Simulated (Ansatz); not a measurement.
# Debugging a many-body input for C4S5O (Pc)

A first try at the G0W0 gap of C4S5O (Pc), what the program said, and an input that works.

Program: Ansatz 0.2.0. Level of theory: G0W0 on PBE, plane waves, PAW; PAW set soft_1. Results are calculated unless marked as measured.

**1. The structure**

The structure is monoclinic, space group Pc (No. 7). Conventional cell: a = 3.964 Å, b = 11.021 Å, c = 8.832 Å, α = 90.00°, β = 104.76°, γ = 90.00°. Nearest to C lie 3 S at 1.65 to 1.74 Å. C has 1 C at 1.37 Å and 2 S at 1.73 Å nearest. Nearest to C lie 1 O at 1.21 Å and 2 S at 1.80 Å. Nearest to C lie 1 C at 1.37 Å and 2 S at 1.73 Å. Nearest to S lie 1 C at 1.65 Å. S has 2 C at 1.73 to 1.74 Å nearest. Farther neighbours and most contacts between anions are not listed.

Geometry: measured cell, ions relaxed with PBE. The runs that relaxed it are not among those shown.

**2. First try**

input.yaml reads:

```yaml
crystal:
  lattice:
    - [3.9638, 0.0, 0.0]
    - [0.0, 11.0211, 0.0]
    - [-2.2503537532, 0.0, 8.5408209769]
  atoms:
    - { symbol: C, position: [0.9954444397, 0.1796739709, 0.3639247569] }
    - { symbol: C, position: [0.9954444397, 0.8203260291, 0.8639247569] }
    - { symbol: C, position: [0.4303161322, 0.201707041, 0.6372972353] }
    - { symbol: C, position: [0.4303161322, 0.798292959, 0.1372972353] }
    - { symbol: C, position: [0.7934383888, 0.3409955639, 0.8579692616] }
    - { symbol: C, position: [0.7934383888, 0.6590044361, 0.3579692616] }
    - { symbol: C, position: [0.3676703384, 0.3173331213, 0.5811982461] }
    - { symbol: C, position: [0.3676703384, 0.6826668787, 0.0811982461] }
    - { symbol: S, position: [0.7175656305, 0.1290236316, 0.2041229421] }
    - { symbol: S, position: [0.7175656305, 0.8709763684, 0.7041229421] }
    - { symbol: S, position: [0.2162793335, 0.0863359043, 0.5167550488] }
    - { symbol: S, position: [0.2162793335, 0.9136640957, 0.0167550488] }
    - { symbol: S, position: [0.7019628428, 0.181898402, 0.8234195846] }
    - { symbol: S, position: [0.7019628428, 0.818101598, 0.3234195846] }
    - { symbol: S, position: [0.0945683707, 0.3332646569, 0.3947420537] }
    - { symbol: S, position: [0.0945683707, 0.6667353431, 0.8947420537] }
    - { symbol: S, position: [0.5678526524, 0.4359530879, 0.6984529155] }
    - { symbol: S, position: [0.5678526524, 0.5640469121, 0.1984529155] }
    - { symbol: O, position: [-0.010268129, 0.3802644671, 0.9759479553] }
    - { symbol: O, position: [-0.010268129, 0.6197355329, 0.4759479553] }
kpoints:
  mp_grid: { grid: [4, 2, 2] }
hamiltonian:
  xc: pbe
  pseudopotentials: { kind: paw, azcp: { folder: soft_1 } }
scf:
  occupations: { method: fermi_dirac, width: 2.0 }
gw:
  n_empty_bands: 393
  ecut_chi: 60
  qp_bands: [v4, c4]
  qp_kpoints: band_edges
  screening: { model: contour_deformation }
```

The run is started by

```bash
> ansatz run input.yaml --threads 2 --pin off --max-ram 92160MiB --backend cuda --events-out ev --progress --plain --runs-dir out --devices 1 --max-vram 13GiB
```

Numbers of over 12 decimals in the logs are rounded to 6 here.

What it wrote:

```text
band count auto-derived: 206 (N_el = 104.0; filled up to band 52; 72 by the electrons, moments and atoms)
GPUs: using 1 of 1 available (devices: 1).
Engine: ansatz 0.2.0, x86_64-unknown-linux-gnu
Pseudopotentials: kind: paw
Pseudopotential: C, paw, valence charge 4, recommended cutoff 420 eV (normal), soft_1/C.paw.azcp
Pseudopotential: S, paw, valence charge 6, recommended cutoff 420 eV (normal), soft_1/S.paw.azcp
Pseudopotential: O, paw, valence charge 6, recommended cutoff 420 eV (normal), soft_1/O.paw.azcp
Functional definition: PBE
  parameter kappa = 0.804
  parameter beta = 0.066725
  exchange = pbe_x(kappa = kappa, mu = beta*pi^2/3)
  correlation = pbe_c(beta = beta)
device memory: the entry about to start is reckoned to put 4.7 GiB on a device that reports 44.8 GiB free (of which the cap on the GPU budget leaves the run 13.0 GiB)
GPU FFT provider: cuFFT
GPU libraries: cuBLAS 13.8.2, cuFFT 12.4.0, cuSOLVER 12.3.4
Crystal: 20 atoms, lattice volume = 373.109 Å³
Basis set: ecut = 420 eV, 7335 PW (Γ)
Bands: 206, of which v1, the nominal top of the filled ones, is band 52 counted from 1 (51 counted from 0)
Symmetry: 2 space group operations
Space group: Pc (ITA 7), of the structure as read, at distance tolerance 7.2e-5 Å
k-points: 12 of 16 (time reversal used)
Non-local potential: C, projectors of the file, l = 0: 2, l = 1: 2, l = 2: 1
Non-local potential: S, projectors of the file, l = 0: 2, l = 1: 2, l = 2: 1
Non-local potential: O, projectors of the file, l = 0: 2, l = 1: 2, l = 2: 1
PAW form: soft (Blöchl's): semilocal exchange-correlation on the pseudo side does not see the compensation charge
PAW one-centre angular grid: C, 110 points (default); XC on 64 Gauss nodes
PAW one-centre angular grid: S, 110 points (default); XC on 64 Gauss nodes
PAW one-centre angular grid: O, 110 points (default); XC on 64 Gauss nodes
Initial density: superposition of atomic densities (chi_scale 0.1, normalization cell, long waves kept (reshape's long-wave potential 0.98 eV rms))
Initial wavefunctions: pseudopotential atomic-orbital guess
GPU buffer pool allocated for 121500 grid points (all kernels)
GPU transforms: local potential and band sums: pruned to the plane-wave sphere, on 27×75×60
Functional: x = pbe(κ = 0.804, μ = 0.219515), c = pbe(β = 0.066725)
SCF iter   1: F=—  HF=-12204.719565 eV  |F-HF|=—  |Δ(HF+E_count)|=         —  Δρ=9.57e-2  dr2=8.85e1  ethr=3.10e-3  ⟨swp⟩=7.3  Hψ=13581  notcnv=0
preconditioner: auto → LDOS  [metal: Δε(μ)=0.975 eV  Ē_g=22.776 eV  σ=2.000 eV  W_gap=0.12  n_scr=62 (ndim 8)  ℏωp=18.8 eV  f_vac=0.025  D(μ)=6.67/eV (n_scr^D=34)  β→1.0]
SCF iter   2: F=—  HF=-12192.458771 eV  |F-HF|=—  |Δ(HF+E_count)|=    1.23e1  Δρ=2.30e-2  dr2=2.55e0  ethr=3.10e-3  ⟨swp⟩=2.0  Hψ=5064  notcnv=0
SCF iter   3: F=—  HF=-12192.061749 eV  |F-HF|=—  |Δ(HF+E_count)|=   3.97e-1  Δρ=6.73e-3  dr2=3.26e-1  ethr=2.45e-3  ⟨swp⟩=1.0  Hψ=2844  notcnv=0
SCF iter   4: F=—  HF=-12191.978625 eV  |F-HF|=—  |Δ(HF+E_count)|=   8.31e-2  Δρ=1.12e-3  dr2=5.04e-3  ethr=3.14e-4  ⟨swp⟩=1.0  Hψ=2472  notcnv=0
SCF iter   5: F=—  HF=-12191.977781 eV  |F-HF|=—  |Δ(HF+E_count)|=   8.44e-4  Δρ=2.18e-4  dr2=1.98e-4  ethr=4.85e-6  ⟨swp⟩=2.4  Hψ=4220  notcnv=0
SCF iter   6: F=—  HF=-12191.977874 eV  |F-HF|=—  |Δ(HF+E_count)|=   9.32e-5  Δρ=5.86e-5  dr2=1.43e-5  ethr=1.90e-7  ⟨swp⟩=2.1  Hψ=4274  notcnv=0
SCF iter   7: F=—  HF=-12191.977882 eV  |F-HF|=—  |Δ(HF+E_count)|=   7.23e-6  Δρ=1.21e-5  dr2=7.52e-7  ethr=1.38e-8  ⟨swp⟩=2.1  Hψ=4213  notcnv=0
SCF iter   8: F=-12191.977882 eV  HF=-12191.977882 eV  |F-HF|=2.18e-8  |Δ(HF+E_count)|=   3.09e-7  Δρ=3.10e-6  dr2=4.01e-8  ethr=9.62e-11  ⟨swp⟩=11.1  Hψ=8673  notcnv=0
SCF 1 converged in 8 iterations: F = -12191.977882 eV  dr2 = 4.01e-8
[...]
device memory: the entry about to start is reckoned to put 5.2 GiB (of the 5.5 GiB reckoned in all, the device holds 0.3 GiB already) on a device that reports 51.9 GiB free (of which the cap on the GPU budget leaves the run 12.7 GiB)
NSCF: frozen V_eff on 12 k-points
[...]
device memory: the entry about to start is reckoned to put 5.3 GiB on a device that reports 52.1 GiB free (of which the cap on the GPU budget leaves the run 13.0 GiB)
NSCF: frozen V_eff on 12 k-points
SCF converged after 8 iterations
Free energy (F): -12191.977882 eV
Harris-Foulkes:  -12191.977882 eV  (|F-HF|=2.18e-8)
Internal energy: -12103.114207 eV  (E = F + TS)
E sigma→0 (E₀):  -12147.546045 eV
Entropy (-TS):   -88.863675 eV (-4443.184 meV/atom)
Fermi energy:    3.993811 eV
--- Per-component energies (eV) ---
  E_band       = -417.576658
  E_kinetic    = 2119.228107
  E_local      = -4763.121024  (includes V_loc(G=0)·N_el)
  E_nonlocal   = 645.243962
  E_hartree    = 1636.091625
  E_xc         = -1388.007679
  E_vxc        = -1445.704098  (∫ρ·V_xc dr)
  E_paw        = -7210.375342  (= ΣΔE_a)
  E_vpaw       = -245.406390  (= ΣTr[D̂ρ^β])
  E_aug_tail   = 0.001671  (compensation charges beyond the density's cutoff)
  E_ewald      = -3142.175527
  E_smearing   = -88.863675  (= −TS)
  E_closure    = 0.000000  (closes the sum)
  Σ components = -12191.977882   (vs F -12191.977882, Δ=0.00e0)
--- Band table (eV; the first three rows and the last of 12) ---
  k-point 0: bands = [... 48 lower, 1.8225, 2.1949, 2.6655, 2.7102, 5.5149, 5.5335, 6.3172, 6.4362, ... 150 higher]
  k-point 1: bands = [... 48 lower, 2.1019, 2.1019, 2.8258, 2.8258, 5.5256, 5.5256, 6.3127, 6.3127, ... 150 higher]
  k-point 2: bands = [... 48 lower, 1.8329, 2.0955, 2.6752, 2.7116, 5.5198, 5.5357, 6.4124, 6.4565, ... 150 higher]
  k-point 11: bands = [... 48 lower, 2.0192, 2.0192, 2.9631, 2.9631, 5.3244, 5.3244, 6.1241, 6.1241, ... 150 higher]
```

Elapsed: 15 s, on 1 × NVIDIA H100 80GB HBM3 (shared by 6 runs) with 2 threads of AMD EPYC 7R13 (Zen 3), shared host; peak memory 1.7 GiB.

**What went wrong?**

The self-consistent loop converged; the step after it was not made.

The fault: smeared occupations of electronvolts. A wide smearing fills conduction states and empties valence ones, so the start is no longer the insulator.

**3. A better input**

Now the one-shot GW correction: screening in the RPA, then the self-energy of the levels asked for. This step takes PAW set soft_1 files.

Changes to input.yaml since step 2:

```diff
@@ -32,6 +32,6 @@
 scf:
-  occupations: { method: fermi_dirac, width: 2.0 }
+  occupations: { method: fixed }
 gw:
-  n_empty_bands: 393
-  ecut_chi: 60
+  n_empty_bands: 454
+  ecut_chi: 66
   qp_bands: [v4, c4]
```

What it wrote:

```text
GPUs: using 1 of 1 available (devices: 1).
[...]
GPU FFT provider: cuFFT
GPU libraries: cuBLAS 13.8.2, cuFFT 12.4.0, cuSOLVER 12.3.4
Crystal: 20 atoms, lattice volume = 373.109 Å³
Basis set: ecut = 420 eV, 7335 PW (Γ)
Bands: 72, of which v1, the nominal top of the filled ones, is band 52 counted from 1 (51 counted from 0)
[... 1 set-up line as in the run before ...]
[...]
k-points: 12 of 16 (time reversal used)
[...]
GPU buffer pool allocated for 121500 grid points (all kernels)
[...]
SCF iter   1: F=—  HF=-12165.171155 eV  |F-HF|=—  |Δ(HF+E_count)|=         —  Δρ=7.74e-2  dr2=4.25e1  ethr=3.10e-3  ⟨swp⟩=5.0  Hψ=3663  notcnv=0  defer=216
[...]
SCF iter  12: F=-12155.921767 eV  HF=-12155.921767 eV  |F-HF|=9.23e-9  |Δ(HF+E_count)|=   1.76e-7  Δρ=1.63e-6  dr2=1.58e-8  ethr=9.62e-11  ⟨swp⟩=15.2  Hψ=4762  notcnv=0
SCF 1 converged in 12 iterations: F = -12155.921767 eV  dr2 = 1.58e-8
[...]
0    49      2.5714   -17.8394     2.6499   -14.5703  0.7190     1.9344     1.9521  root
     0    50      2.9670   -18.0616     2.3899   -15.0826  0.7340     2.3663     2.3779  root
     0    51      3.0412   -17.1633     1.7756   -14.9017  0.7419     2.5492     2.5552  root
     0    52      3.0872   -17.1680     1.8279   -14.8319  0.7413     2.5724     2.5791  root
     0    53      5.6178   -10.1988    -3.2281   -14.5045  0.7473     6.7338     6.6953  root
     0    54      5.6636   -10.2743    -3.1698   -14.5101  0.7482     6.7671     6.7296  root
     0    55      6.3067    -8.0558    -3.9073   -13.0355  0.7742     7.4110     7.3792  root
     0    56      6.3897    -9.0757    -4.1300   -14.4731  0.7646     7.7121     7.6571  root
[...]
11    53      5.4066    -9.3911    -3.2700   -13.6586  0.7551     6.4324     6.4041  root
    11    54      5.4066    -9.3911    -3.2700   -13.6586  0.7551     6.4324     6.4041  root
    11    55      6.1303    -9.6487    -3.7171   -14.6347  0.7553     7.4553     7.3992  root
    11    56      6.1303    -9.6487    -3.7171   -14.6347  0.7553     7.4553     7.3992  root
[key lines of the parts left out:]
SCF converged after 12 iterations
Free energy (F): -12155.921767 eV
Fermi energy:    3.446139 eV
```

The job ended after 60 s (1 × NVIDIA H100 80GB HBM3 (shared by 6 runs) with 2 threads; peak memory 2.3 GiB; 79 s of CPU time).

This step gave:

| Quantity | Value |
| --- | --- |
| bands summed | 506 |
| RPA ε∞ on this mesh (eigenvalues) | 2.531, 4.116, 5.196 |
| plane waves in the screening matrix | 455 |
| q-points in the mesh | 16 |
| G0W0 gap on the mesh | 2.969 eV |
| k of the valence top | -0.5, -0.5, 0 |
| k of the conduction bottom | -0.5, 0, 0 |
| starting gap on the mesh | 1.582 eV |
| Z at the valence top | 0.7520 |
| Z at the conduction bottom | 0.7617 |
| least direct G0W0 gap on the computed points | 3.051 eV |

The gap on the mesh goes from 1.58 eV to 2.97 eV, a correction of +1.39 eV. Between the two edge states, bare exchange in place of the xc potential would open the gap by 6.03 eV, and correlation takes back 4.64 eV.

**4. Summary of results**

```yaml
first_try: the many-body step was refused after 15 s
better_run: G0W0 gap on the mesh 2.97 eV (4×2×2 mesh, 454 empty bands, screening to 66 eV, PAW set soft_1 files)
```

In words: The second run differs in: empty bands, screening cutoff (eV) and smearing (eV). Bands and cutoff are finite, so the gap is not at the basis limit. The miss can reach some tenths of an eV and take either sign; the mesh is an error of its own. The 4×2×2 mesh is coarse for this cell (its supercell is 16 Å along the shortest edge). The RPA ε∞ on it, from the PBE start, is 2.53, 4.12 and 5.20; such meshes misread the long-range screening, most where the gap is narrow.

[Paths, hosts, dates, memory and timing lines, banners, echoed tables and standing remarks are left out of the program output.]

[Logs are printed without paths, hosts, clocks, repeated set-up lines and the standing remarks that a program may print on its own settings, such as how far it seeks lower states.]

[Runs of the session that timed out or met a known fault of the program may be left out.]

[Cells called generated may have been cut or substituted from an entry of the Crystallography Open Database or the Materials Project.]

[Hosts, paths, dates, database ids (printed as entryN), source tags and the programs' standing remarks are cut or masked in the printed files.]
